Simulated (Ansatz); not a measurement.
# Tunnelling across a broken Pt chain: predicting one gap

How it was computed: Ansatz 0.2.0, plane waves with PAW datasets at the program's default cutoffs, Fermi-Dirac smearing of 0.05 eV, chains in boxes 7.5 Å wide or more, moments seeded when the perfect chain is relaxed. PBE, no spin-orbit coupling; one bond is opened by s Å beyond its relaxed length, the other atoms of a straight cell of 12 kept, without spin, and the conductance taken at 300 K.

| run | G (G₀) | largest error term (%) | s | ln G |
| --- | --- | --- | --- | --- |
| +1.2 Å | 1.082 | 1 | 1.2 | 0.07895 |
| +1.8 Å | 0.3559 | 2 | 1.8 | −1.033 |
| +2.5 Å | 0.0813 | 3 | 2.5 | −2.51 |
| +4.2 Å | 0.001622 | 6 | 4.2 | −6.424 |

One run is withheld: run = +3.3 Å, with s = 3.3. Fit a straight line ln G = a + b × s to the 4 rows shown and predict it.

**Fit.** The means are 2.425 for s and −2.472 for ln G. The sum of products of deviations is −11.04 and the sum of squares in s is 5.048, so b = −11.04 / 5.048 = −2.188 and a = −2.472 − (−2.188) × 2.425 = 2.833. The residuals' standard deviation, with 2 degrees of freedom, is σ = 0.15.

**Prediction.** ln G = 2.833 + (−2.188) × 3.3 = −4.386, that is 0.0124 G₀. The run gave 0.0133 G₀ (ln G = −4.317), so the prediction less the run is −0.069. The standard error of a prediction there, σ√(1 + 1/4 + (3.3 − 2.425)²/5.048), is 0.17, and the miss is 0.4 times that, for a point between the fitted rows. With so few rows σ is itself uncertain.

**Limits.** Between neighbouring runs the slope of ln G lies between −2.34 and −1.85 per Å, so one exponential is an approximation; it is flattest at the narrowest gap, nearest to contact. Error terms (up to 6 %, withheld run included) bound how much a small miss can mean. Broken ends may want a moment where none was allowed. No image potential, spin-orbit coupling or relaxation; a bent or dimerised chain may be lower in energy. Series of this kind are told only where this holds: one magnetic state in all runs, error terms under 60 %, and the runs' own leads conduct as the perfect chain does. 36 of 42 did.
